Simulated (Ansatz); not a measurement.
# What WS2 monolayer (1T) distorts into, part 2 of 3

Aim: this structure of WS2 monolayer (1T) is to be tested for unstable modes, and one is followed downhill.

Ansatz 0.2.0; DFT PBEsol, scalar-relativistic, plane waves, PAW; PAW set soft_1.

So far, highest frequency on the path or at a solved wavevector (cm⁻¹): step 2 (response at finite wavevector) 387. Also lowest frequency on the path (cm⁻¹): step 2 -212.

**5. Energy along the mode, all amplitudes (two of the runs are shown above)**

An imaginary frequency means negative curvature, so the energy should fall and then rise again as anharmonic terms take over.

Numbers from this step:

* depth at the lowest point sampled: 35.59 meV/atom
* largest atomic shift at that point: 0.22 Å

Table of energy from the parent by largest shift of an atom, one sign:

```
largest shift of an atom, one sign (Å)  energy from the parent (meV/atom)
                                 0.000                                  0
                                 0.040                              -2.92
                                 0.080                              -10.8
                                 0.140                              -25.5
                                 0.220                              -35.6
                                 0.320                              -15.4
                                 0.450                               81.7
```

Displacement at unit largest shift by atom:

```
atom   x (Å)   y (Å)   z (Å)   size
  W1   0.500  -0.866   0.000  1.000
  W2   0.000   0.000   0.000  0.000
  W3  -0.500   0.866   0.000  1.000
  S4  -0.120  -0.069  -0.435  0.456
  S5   0.120  -0.069   0.217  0.257
  S6   0.000   0.139   0.217  0.258
  S7  -0.120   0.069  -0.217  0.257
  S8   0.120   0.069   0.435  0.456
  S9   0.000  -0.139  -0.217  0.258
```

The lowest of the steps tried is at 0.22 Å, 35.6 meV/atom below the parent; the bottom of the well need not coincide with a step.

**6. Relaxing from the distorted cell**

Starting from the lowest point found, all atoms and the cell are let go, so that strain and other modes of the same symmetry can join in.

Contents of input.yaml:

```yaml
crystal:
  lattice:
    - [4.7179496554, 2.7239095036, 0.0]
    - [0.0, 5.4478190071, 0.0]
    - [0.0, 0.0, 29.504]
  atoms:
    - { symbol: W, position: [0.0233149638, -0.0466301983, 0.3389370858] }
    - { symbol: W, position: [0.3333335362, 0.3333331061, 0.3389370933] }
    - { symbol: W, position: [0.6433514999, 0.7132970922, 0.3389371007] }
    - { symbol: S, position: [0.9943955357, 0.3333331483, 0.3895885222] }
    - { symbol: S, position: [0.3389379977, 0.6610619992, 0.3944486903] }
    - { symbol: S, position: [0.6666662633, 1.0056048525, 0.394448566] }
    - { symbol: S, position: [0.3277286202, 0.0056046617, 0.2834254787] }
    - { symbol: S, position: [0.6722713285, 0.3333331663, 0.2882856519] }
    - { symbol: S, position: [5.14e-08, 0.6610619687, 0.2834254741] }
  periodic: [true, true, false]
kpoints:
  mp_grid: { grid: [9, 9, 1] }
hamiltonian:
  xc: pbesol
  pseudopotentials: { kind: paw, azcp: { folder: soft_1 }, xc_functional: pbe }
scf:
  occupations: { method: methfessel_paxton, width: 0.2 }
output:
  forces: true
  stress: true
  eigenvalues: true
  write_density: true
  write_potential: true
  elf: true
  volumetric_format: npy
relax:
  adjacent_minimum: "off"
  f_tol: 0.002
  max_steps: 120
  cell: { stress_2d_tol: 0.005 }
```

The run is started by

```sh
> ansatz run input.yaml --threads 4 --pin off --max-ram 16384MiB --backend cpu --events-out ev --progress --plain --runs-dir out
```

Numbers of over 12 decimals in the logs are rounded to 6 here.

The program printed:

```text
[...]
Crystal: 9 atoms, lattice volume = 758.328 Å³
Basis set: ecut = 420 eV, 14757 PW (Γ), exchange–correlation on 80×80×400 points (8 copies of the dense FFT grid, shifted against one another)
Bands: 48, of which v1, the nominal top of the filled ones, is band 39 counted from 1 (38 counted from 0)
Symmetry: 4 space group operations
[...]
k-points: 25 of 81
[...]
SCF iter   1: F=—  HF=-36089.209690 eV  |F-HF|=—  |Δ(HF+E_count)|=         —  Δρ=2.14e-2  dr2=4.19e0  ethr=3.10e-3  ⟨swp⟩=16.1  Hψ=9002  notcnv=0
[...]
SCF iter  11: F=-36087.791912 eV  HF=-36087.791912 eV  |F-HF|=1.07e-9  |Δ(HF+E_count)|=   1.66e-8  S|Δr|=    0.00e0  Δρ=1.69e-7  dr2=3.39e-10  ethr=4.44e-12  ⟨swp⟩=11.8  Hψ=11330  notcnv=0
SCF 1 converged in 11 iterations: F = -36087.791912 eV  dr2 = 3.39e-10
[...]
relax step   1: F+E_penalty+E_count = -36087.79191153 eV  Δ(F+E_penalty+E_count) = +0.000e0 eV  max|allowed force component| = 3.471e-1 eV/Å  Δτ_max = 0.0000 Å  P = +1.491 N/m  Ω = 758.328 Å³  fix = [c, alpha, beta]  reactions: c +0.000 N/m; alpha -0.000, beta -0.000 N/m/rad  (11 SCF iters, dr2 threshold 1.00e-7 eV, accepted)
Crystal: 9 atoms, lattice volume = 792.201 Å³
Basis set: ecut = 420 eV, 15507 PW (Γ), exchange–correlation on 80×80×400 points (8 copies of the dense FFT grid, shifted against one another)
[...]
iter 1 solved again at ethr=8.10e-5 eV; its pass at ethr=3.10e-3 eV (dr2=6.32e-2 eV) is discarded
[...]
SCF iter   7: F=-36087.865060 eV  HF=-36087.865061 eV  |F-HF|=2.73e-7  |Δ(HF+E_count)|=   3.33e-7  S|Δr|=    0.00e0  Δρ=5.69e-6  dr2=6.21e-7  ethr=1.15e-9  ⟨swp⟩=27.4  Hψ=16657  notcnv=0
SCF 2 converged in 7 iterations: F = -36087.865060 eV  dr2 = 6.21e-7
relax step   2: F+E_penalty+E_count = -36087.86506045 eV  Δ(F+E_penalty+E_count) = -7.315e-2 eV  max|allowed force component| = 2.627e-1 eV/Å  Δτ_max = 0.1162 Å  P = -0.348 N/m  Ω = 792.201 Å³  energy of the carried Pulay correction = -2.193e-3 eV  fix = [c, alpha, beta]  reactions: c -0.000 N/m; alpha +0.000, beta +0.000 N/m/rad  (7 SCF iters, dr2 threshold 9.00e-7 eV, accepted)
Crystal: 9 atoms, lattice volume = 784.211 Å³
Basis set: ecut = 420 eV, 15355 PW (Γ), exchange–correlation on 80×80×400 points (8 copies of the dense FFT grid, shifted against one another)
[...]
SCF iter   6: F=-36087.884810 eV  HF=-36087.884810 eV  |F-HF|=7.39e-8  |Δ(HF+E_count)|=   3.67e-7  S|Δr|=    0.00e0  Δρ=3.55e-6  dr2=1.06e-7  ethr=1.15e-9  ⟨swp⟩=25.9  Hψ=16442  notcnv=0
SCF 3 converged in 6 iterations: F = -36087.884810 eV  dr2 = 1.06e-7
relax step   3: F+E_penalty+E_count = -36087.88480968 eV  Δ(F+E_penalty+E_count) = -1.975e-2 eV  max|allowed force component| = 5.678e-2 eV/Å  Δτ_max = 0.0380 Å  P = -0.043 N/m  Ω = 784.211 Å³  energy of the carried Pulay correction = -1.685e-3 eV  fix = [c, alpha, beta]  reactions: c -0.000 N/m; alpha +0.000, beta +0.000 N/m/rad  (6 SCF iters, dr2 threshold 9.00e-7 eV, accepted)
[...]
relax step   4: F+E_penalty+E_count = -36087.88408130 eV  Δ(F+E_penalty+E_count) = +7.284e-4 eV  max|allowed force component| = 1.042e-1 eV/Å  Δτ_max = 0.0110 Å  P = +0.067 N/m  Ω = 783.995 Å³  energy of the carried Pulay correction = -1.671e-3 eV  fix = [c, alpha, beta]  (6 SCF iters, dr2 threshold 2.02e-7 eV, rejected (line search))
[...]
relax step   5: F+E_penalty+E_count = -36087.88517454 eV  Δ(F+E_penalty+E_count) = -3.649e-4 eV  max|allowed force component| = 2.410e-3 eV/Å  Δτ_max = 0.0041 Å  P = +0.001 N/m  Ω = 784.040 Å³  energy of the carried Pulay correction = -1.674e-3 eV  fix = [c, alpha, beta]  reactions: c +0.000 N/m; alpha -0.000, beta -0.000 N/m/rad  (10 SCF iters, accepted)
[...]
relax step   6: F+E_penalty+E_count = -36087.88517224 eV  Δ(F+E_penalty+E_count) = +2.293e-6 eV  max|allowed force component| = 3.956e-4 eV/Å  Δτ_max = 0.0002 Å  P = -0.000 N/m  Ω = 784.092 Å³  energy of the carried Pulay correction = -1.677e-3 eV  fix = [c, alpha, beta]  reactions: c +0.000 N/m; alpha -0.000, beta -0.000 N/m/rad  (5 SCF iters, dr2 threshold 3.63e-10 eV, accepted)
[...]
relax step   7: F+E_penalty+E_count = -36087.88702634 eV  Δ(F+E_penalty+E_count) = -1.854e-3 eV  max|allowed force component| = 3.560e-4 eV/Å  Δτ_max = 0.0000 Å  P = +0.005 N/m  Ω = 784.092 Å³  fix = [c, alpha, beta]  reactions: c +0.000 N/m; alpha -0.000, beta -0.000 N/m/rad  stress off target by 7.14e-3 N/m on what of the cell is left free  SCF on the basis re-selected at this cell (its energy is not comparable with the rows above)  (8 SCF iters)
[...]
relax step   8: F+E_penalty+E_count = -36087.88702213 eV  Δ(F+E_penalty+E_count) = +4.206e-6 eV  max|allowed force component| = 4.327e-4 eV/Å  Δτ_max = 0.0001 Å  P = -0.001 N/m  Ω = 784.165 Å³  energy of the carried Pulay correction = -4.686e-6 eV  fix = [c, alpha, beta]  reactions: c -0.000 N/m; alpha +0.000, beta +0.000 N/m/rad  (5 SCF iters, dr2 threshold 7.23e-11 eV, accepted)
[...]
SCF iter   1: F=—  HF=-36087.887073 eV  |F-HF|=—  |Δ(HF+E_count)|=         —  Δρ=1.05e-6  dr2=2.50e-8  ethr=4.97e-7  ⟨swp⟩=7.4  Hψ=15458  notcnv=0
eigensolver tolerance schedule: the retry pair's looser diagonalisation over-reported the residual by 15508.92 of it (diagonalisation noise at an unbounded share of the residual, at the tolerance the schedule requests for it); recorded, not acted on — ethr = c·dr2/N_el stays at c = 1.0e-1
SCF iter   2: F=—  HF=-36087.887027 eV  |F-HF|=—  |Δ(HF+E_count)|=   4.54e-5  S|Δr|=    0.00e0  Δρ=2.37e-6  dr2=2.06e-7  ethr=3.20e-11  ⟨swp⟩=6.8  Hψ=5799  notcnv=0
[...]
SCF iter   9: F=-36087.887027 eV  HF=-36087.887027 eV  |F-HF|=5.09e-11  |Δ(HF+E_count)|=  7.28e-11  S|Δr|=    0.00e0  Δρ=3.14e-9  dr2=1.91e-13  ethr=1.00e-12  ⟨swp⟩=14.6  Hψ=9918  notcnv=0
SCF 9 converged in 9 iterations: F = -36087.887027 eV  dr2 = 1.91e-13
relax step   9: F+E_penalty+E_count = -36087.88702742 eV  Δ(F+E_penalty+E_count) = -5.290e-6 eV  max|allowed force component| = 4.340e-4 eV/Å  Δτ_max = 0.0000 Å  P = -0.001 N/m  Ω = 784.165 Å³  fix = [c, alpha, beta]  reactions: c -0.000 N/m; alpha +0.000, beta +0.000 N/m/rad  stress off target by 1.36e-3 N/m on what of the cell is left free  SCF on the basis re-selected at this cell (its energy is not comparable with the rows above)  (9 SCF iters)
[...]
SCF converged after 9 iterations
[...]
Free energy (F): -36087.887027 eV
[...]
Internal energy: -36087.893134 eV  (E = F + TS)
E sigma→0 (E₀):  -36087.888554 eV
Entropy (-TS):   0.006106 eV (0.678 meV/atom)
Fermi energy:    -4.971703 eV
[...]
--- Forces (eV/Å), atoms counted from 1 ---
  atom   1  W     -0.00015806     0.00027377     0.00000000
  atom   2  W      0.00000000     0.00000000     0.00000000
  atom   3  W      0.00015806    -0.00027377     0.00000000
  atom   4  S      0.00005814     0.00003357    -0.00043402
  atom   5  S      0.00008159     0.00003657     0.00007477
  atom   6  S      0.00007247     0.00005237     0.00007477
  atom   7  S     -0.00008159    -0.00003657    -0.00007477
  atom   8  S     -0.00005814    -0.00003357     0.00043402
  atom   9  S     -0.00007247    -0.00005237    -0.00007477
  max |Σ_I F_I| component: 0.00e0 eV/Å
--- 2D stress c σ (N/m, compression-positive) ---
       -0.001057      -0.000518      -0.000000
       -0.000518      -0.000459      -0.000000
       -0.000000      -0.000000      -0.000000
  P = ½ c Tr σ = -0.0008 N/m
--- Band table (eV; the first three rows and the last of 25) ---
  k-point 0: bands = [... 35 lower, -6.0141, -5.8190, -5.4697, -5.4652, -4.6570, -4.6373, -4.5775, -3.9175, ... 5 higher]
  k-point 1: bands = [... 35 lower, -6.0839, -6.0566, -5.8461, -5.0229, -4.7749, -4.6479, -4.3192, -3.7908, ... 5 higher]
  k-point 2: bands = [... 35 lower, -6.5998, -6.3248, -5.8802, -4.9376, -4.8941, -4.4882, -4.0083, -3.5641, ... 5 higher]
  k-point 24: bands = [... 35 lower, -7.1485, -6.7528, -6.6202, -6.0113, -4.3726, -4.1964, -3.9089, -2.9676, ... 5 higher]
--- Relaxed structure (7 steps of the walk, 6 accepted, 2 SCFs on fresh bases) ---
  F+E_penalty+E_count = -36087.88702742 eV   max|allowed force component| = 4.340e-4 eV/Å   (the final SCF, on the basis selected at the relaxed cell)
  cell:  # Å, volume = 784.1655 Å³
    - [4.768160, 2.752899, 0]
    - [-0.029583, 5.557036, 0]
    - [0, 0, 29.504]
  atoms:
    - { symbol: W, position: [0.025967, -0.051934, 0.338937] }
    - { symbol: W, position: [0.333333, 0.333333, 0.338937] }
    - { symbol: W, position: [0.640700, 0.718601, 0.338937] }
    - { symbol: S, position: [0.989218, 0.333333, 0.386970] }
    - { symbol: S, position: [0.343715, 0.658199, 0.393547] }
    - { symbol: S, position: [0.668581, 1.008468, 0.393547] }
    - { symbol: S, position: [0.322952, 0.00846755, 0.284327] }
    - { symbol: S, position: [0.677449, 0.333333, 0.290904] }
    - { symbol: S, position: [-0.00191407, 0.658199, 0.284327] }
```

The job ended after 4 min (4 threads of Arm Neoverse V1, shared host; peak memory 1.7 GiB; 16 min of CPU time).

The steps of the relaxation:

```
step  energy less that of the first step (eV)  largest force component (eV/Å)  volume (Å³)
   1                                   0.0000                          0.3471       758.33
   2                                  -0.0731                          0.2627       792.20
   3                                  -0.0929                          0.0568       784.21
   4                                  -0.0922                          0.1042       784.00
   5                                  -0.0933                          0.0024       784.04
   6                                  -0.0933                          0.0004       784.09
  7*                                  -0.0951                          0.0004       784.09
   8                                  -0.0951                          0.0004       784.17
  9*                                  -0.0951                          0.0004       784.17
```

Relaxation steps marked * repeat the geometry before them on a plane-wave basis chosen anew for their cell, so energy and pressure can jump there. Relaxation step 4 was tried and not accepted.

Forces are held to the 4 operations that the run works with; a distortion that breaks them can't arise in this run.

```
cell as run  before  after  change
      a (Å)   5.448  5.506  +1.1 %
      b (Å)   5.448  5.557  +2.0 %
      γ (°)   60.00  60.31  +0.5 %
```

The atoms that moved most (Å, along periodic axes as changes of fractional coordinates times the final cell, across vacuum about the mean position):

```
atom      dx      dy      dz  length
  S4  -0.025  -0.014  -0.077   0.082
  S8   0.025   0.014   0.077   0.082
  S5   0.023  -0.003  -0.027   0.035
  S9  -0.009  -0.021   0.027   0.035
  S7  -0.023   0.003   0.027   0.035
  S6   0.009   0.021  -0.027   0.035
  W1   0.013  -0.022   0.000   0.026
  W3  -0.013   0.022   0.000   0.026
```

This step gave:

```
area per atom : 2.953 Å²
```

Electrostatic potential energy in the ac plane at fractional y = 0.333, with atoms of W and S within 0.2 Å of it. With pseudopotentials it is smooth inside the atoms' cores, unlike the true potential.

Values in eV, 24 rows by 15 columns, each cell a mean:
```
  0   0   0   0   0   0   0   0   0   0   0   0   0   0   0
  0   0   0   0   0   0   0   0   0   0   0   0   0   0   0
  0   0   0   0   0   0   0   0   0   0   0   0   0   0   0
  0   0   0   0   0   0   0   0   0   0   0   0   0   0   0
  0   0   0   0   0   0   0   0   0   0   0   0   0   0   0
  0   0   0   0   0   0   0   0   0   0   0   0   0   0   0
  0   0   0   0   0   0   0   0   0   0   0   0   0   0   0
  0   0   0   0   0   0   0   0   0   0   0   0   0   0   0
  0   0   0   0   0   0   0   0   0   0   0   0   0   0   0
  0   0   0   0   0   0   0   0   0   0   0   0   0   0   0
  0   0   0   0   0   0   0   0   0   0   0   0   0   0   0
  0   0   0   0   0   0   0   0   0   0   0   0   0   0   0
  0   0   0   0   0   0   0   0   0   0   0   0   0   0   0
 -4  -3  -1  -1   0   0  -1  -1  -1  -1   0   0  -1  -2  -4
-35 -32 -14  -6  -5  -6  -5  -4  -3  -2  -2  -3 -10 -29 -35
-15 -13 -18 -31 -35 -35 -34 -25  -9  -4  -3  -3  -5  -9 -14
 -2  -4  -9 -18 -23 -24 -22 -16 -20 -27 -28 -26 -16  -5  -2
 -1  -2  -2  -2  -2  -1  -2  -4 -13 -22 -24 -21 -11  -3  -1
  0   0   0   0   0   0   0   0   0   0   0   0   0   0   0
  0   0   0   0   0   0   0   0   0   0   0   0   0   0   0
  0   0   0   0   0   0   0   0   0   0   0   0   0   0   0
  0   0   0   0   0   0   0   0   0   0   0   0   0   0   0
  0   0   0   0   0   0   0   0   0   0   0   0   0   0   0
  0   0   0   0   0   0   0   0   0   0   0   0   0   0   0
```
Columns run along a (5.5 Å; values clipped at the 3rd and 97th percentile), rows up along c (29.5 Å). Atoms in or near the plane, at fractional coordinates: W at (0.33, 0.34), S at (0.99, 0.39), S at (0.68, 0.29).

Valence density in the ac plane at fractional y = 0.333, with atoms of W and S within 0.2 Å of it. It is the smooth field of the valence electrons, not physical close to the nuclei.

Ten steps, logarithmic in the rise over the least value, from '_' (0.0 e/Å³) to '@' (4.3 e/Å³), each cell a mean:
```
______________________________
______________________________
______________________________
______________________________
______________________________
______________________________
______________________________
______________________________
______________________________
______________________________
______________________________
______________________________
______________________________
----::..____......____..::----
******==----------::::--++****
++++**%%@@@@@@##==------==++++
::--==**%%%%##**********++==::
..::::::::::::--++******++--::
__________________......______
______________________________
______________________________
______________________________
______________________________
______________________________
```
Columns run along a (5.5 Å), rows up along c (29.5 Å). Atoms in or near the plane, at fractional coordinates: W at (0.33, 0.34), S at (0.99, 0.39), S at (0.68, 0.29).

ELF in the ac plane at fractional y = 0.333, with atoms of W and S within 0.2 Å of it. It is the smooth field of the valence electrons, not physical close to the nuclei.

Values, 24 rows by 15 columns, each cell a mean:
```
0.00 0.00 0.00 0.00 0.00 0.00 0.00 0.00 0.00 0.00 0.00 0.00 0.00 0.00 0.00
0.00 0.00 0.00 0.00 0.00 0.00 0.00 0.00 0.00 0.00 0.00 0.00 0.00 0.00 0.00
0.00 0.00 0.00 0.00 0.00 0.00 0.00 0.00 0.00 0.00 0.00 0.00 0.00 0.00 0.00
0.00 0.00 0.00 0.00 0.00 0.00 0.00 0.00 0.00 0.00 0.00 0.00 0.00 0.00 0.00
0.00 0.00 0.00 0.00 0.00 0.00 0.00 0.00 0.00 0.00 0.00 0.00 0.00 0.00 0.00
0.00 0.00 0.00 0.00 0.00 0.00 0.00 0.00 0.00 0.00 0.00 0.00 0.00 0.00 0.00
0.00 0.00 0.00 0.00 0.00 0.00 0.00 0.00 0.00 0.00 0.00 0.00 0.00 0.00 0.00
0.00 0.00 0.00 0.00 0.00 0.00 0.00 0.00 0.00 0.00 0.00 0.00 0.00 0.00 0.00
0.00 0.00 0.00 0.00 0.00 0.00 0.00 0.00 0.00 0.00 0.00 0.00 0.00 0.00 0.00
0.00 0.00 0.00 0.00 0.00 0.00 0.00 0.00 0.00 0.00 0.00 0.00 0.00 0.00 0.00
0.00 0.00 0.00 0.00 0.00 0.00 0.00 0.00 0.00 0.00 0.00 0.00 0.00 0.00 0.00
0.00 0.00 0.00 0.00 0.00 0.00 0.00 0.00 0.00 0.00 0.00 0.00 0.00 0.00 0.00
0.11 0.07 0.02 0.00 0.00 0.00 0.00 0.00 0.00 0.00 0.00 0.00 0.02 0.06 0.11
0.79 0.69 0.44 0.14 0.02 0.02 0.03 0.03 0.03 0.02 0.02 0.08 0.37 0.67 0.79
0.37 0.73 0.81 0.50 0.20 0.16 0.20 0.21 0.16 0.08 0.05 0.27 0.72 0.77 0.42
0.51 0.51 0.39 0.51 0.51 0.43 0.59 0.39 0.20 0.21 0.19 0.22 0.35 0.47 0.49
0.08 0.15 0.24 0.37 0.42 0.40 0.42 0.52 0.70 0.55 0.40 0.55 0.66 0.42 0.11
0.03 0.07 0.11 0.12 0.10 0.08 0.19 0.58 0.82 0.76 0.70 0.80 0.81 0.47 0.08
0.01 0.01 0.01 0.01 0.01 0.00 0.01 0.08 0.28 0.45 0.50 0.44 0.26 0.07 0.01
0.00 0.00 0.00 0.00 0.00 0.00 0.00 0.00 0.00 0.01 0.02 0.01 0.00 0.00 0.00
0.00 0.00 0.00 0.00 0.00 0.00 0.00 0.00 0.00 0.00 0.00 0.00 0.00 0.00 0.00
0.00 0.00 0.00 0.00 0.00 0.00 0.00 0.00 0.00 0.00 0.00 0.00 0.00 0.00 0.00
0.00 0.00 0.00 0.00 0.00 0.00 0.00 0.00 0.00 0.00 0.00 0.00 0.00 0.00 0.00
0.00 0.00 0.00 0.00 0.00 0.00 0.00 0.00 0.00 0.00 0.00 0.00 0.00 0.00 0.00
```
Columns run along a (5.5 Å), rows up along c (29.5 Å). Atoms in or near the plane, at fractional coordinates: W at (0.33, 0.34), S at (0.99, 0.39), S at (0.68, 0.29).

The distorted start has space group C2/m; the relaxation ends in C2/m.

**7. The new phase in its own primitive cell**

The relaxed structure is symmetrised, reduced to its primitive cell and relaxed tightly, as its phonons need.

Contents of input.yaml:

```yaml
crystal:
  lattice:
    - [4.7681604403, 2.7528987138, 0.0]
    - [-0.02958252, 5.5570358551, 0.0]
    - [0.0, 0.0, 29.504]
  atoms:
    - { symbol: W, position: [0.0259669243, -0.0519338485, 0.3389370737] }
    - { symbol: W, position: [0.3333333333, 0.3333333333, 0.3389370737] }
    - { symbol: W, position: [0.6406997424, 0.7186005152, 0.3389370737] }
    - { symbol: S, position: [0.9892176086, 0.3333333333, 0.3869703569] }
    - { symbol: S, position: [0.3437149507, 0.6581991214, 0.3935467043] }
    - { symbol: S, position: [0.6685807387, 1.0084675453, 0.3935467043] }
    - { symbol: S, position: [0.322951716, 0.0084675453, 0.284327443] }
    - { symbol: S, position: [0.6774490581, 0.3333333333, 0.2909037904] }
    - { symbol: S, position: [-0.001914072, 0.6581991214, 0.284327443] }
  periodic: [true, true, false]
kpoints:
  mp_grid: { grid: [8, 8, 1] }
hamiltonian:
  xc: pbesol
  pseudopotentials: { kind: paw, azcp: { folder: soft_1 }, xc_functional: pbe }
scf:
  occupations: { method: methfessel_paxton, width: 0.2 }
output:
  forces: true
  stress: true
  eigenvalues: true
relax:
  adjacent_minimum: "off"
  f_tol: 0.001
  max_steps: 60
  cell: { stress_2d_tol: 0.002 }
```

The program printed:

```text
[...]
Crystal: 9 atoms, lattice volume = 784.165 Å³
Basis set: ecut = 420 eV, 15355 PW (Γ), exchange–correlation on 80×80×400 points (8 copies of the dense FFT grid, shifted against one another)
Bands: 48, of which v1, the nominal top of the filled ones, is band 39 counted from 1 (38 counted from 0)
Symmetry: 4 space group operations
[...]
k-points: 21 of 64
[...]
- { symbol: W, position: [0.333333, 0.333333, 0.338937] }
    - { symbol: W, position: [0.640687, 0.718625, 0.338937] }
    - { symbol: S, position: [0.989219, 0.333333, 0.386971] }
    - { symbol: S, position: [0.343775, 0.658171, 0.393550] }
    - { symbol: S, position: [0.668613, 1.008496, 0.393550] }
    - { symbol: S, position: [0.322891, 0.0084961, 0.284324] }
    - { symbol: S, position: [0.677448, 0.333333, 0.290903] }
    - { symbol: S, position: [-0.00194592, 0.658171, 0.284324] }
[key lines of the parts left out:]
SCF converged after 10 iterations
Free energy (F): -36087.885502 eV
Fermi energy:    -4.969878 eV
P = ½ c Tr σ = -0.0007 N/m
```

The job ended after 91 s (4 threads; peak memory 1.6 GiB; 5.9 min of CPU time).

Little changed from the start: no atom moved by 0.005 Å and no cell edge by 0.1 %.

The largest force component left is 0.14 meV/Å, within the tolerances set.

[end of part 2 of 3]

[Logs are printed without paths, hosts, clocks, repeated set-up lines and the standing remarks that a program may print on its own settings, such as how far it seeks lower states.]

[Hosts, paths, dates, database ids (printed as entryN), source tags and the programs' standing remarks are cut or masked in the printed files.]
